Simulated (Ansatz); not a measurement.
# From spin parameters to the magnetic ion

A crystal has the composition MClO, where M is a 3d element. A calculation (PBE+U, spin-orbit coupling in second variation, Ansatz) gives:

* S: 1
* g, averaged over the cell's ions: 1.9259, 1.9401, 1.9727
* D, with anisotropic exchange: +2.67 cm⁻¹ (+80 GHz)
* E: +0.33 cm⁻¹ (+9.88 GHz)
* moment in its sphere: 1.53 μB

**Question.** Which ion is it, and why?

The crystal is VClO, space group Pmmn. The spin sits on V, with 4 O + 2 Cl at 1.97 to 2.36 Å round it. With the usual charges of the other elements M must be +3. High-spin ions of that charge with S = 1 are d2 and d8, V and Cu; the sign of the g shift picks V³⁺ d². Low-spin ions are left aside. The shift is negative: in a shell less than half full the orbital moment opposes the spin.

[Hosts, paths, dates, database ids (printed as entryN), source tags and the programs' standing remarks are cut or masked in the printed files.]
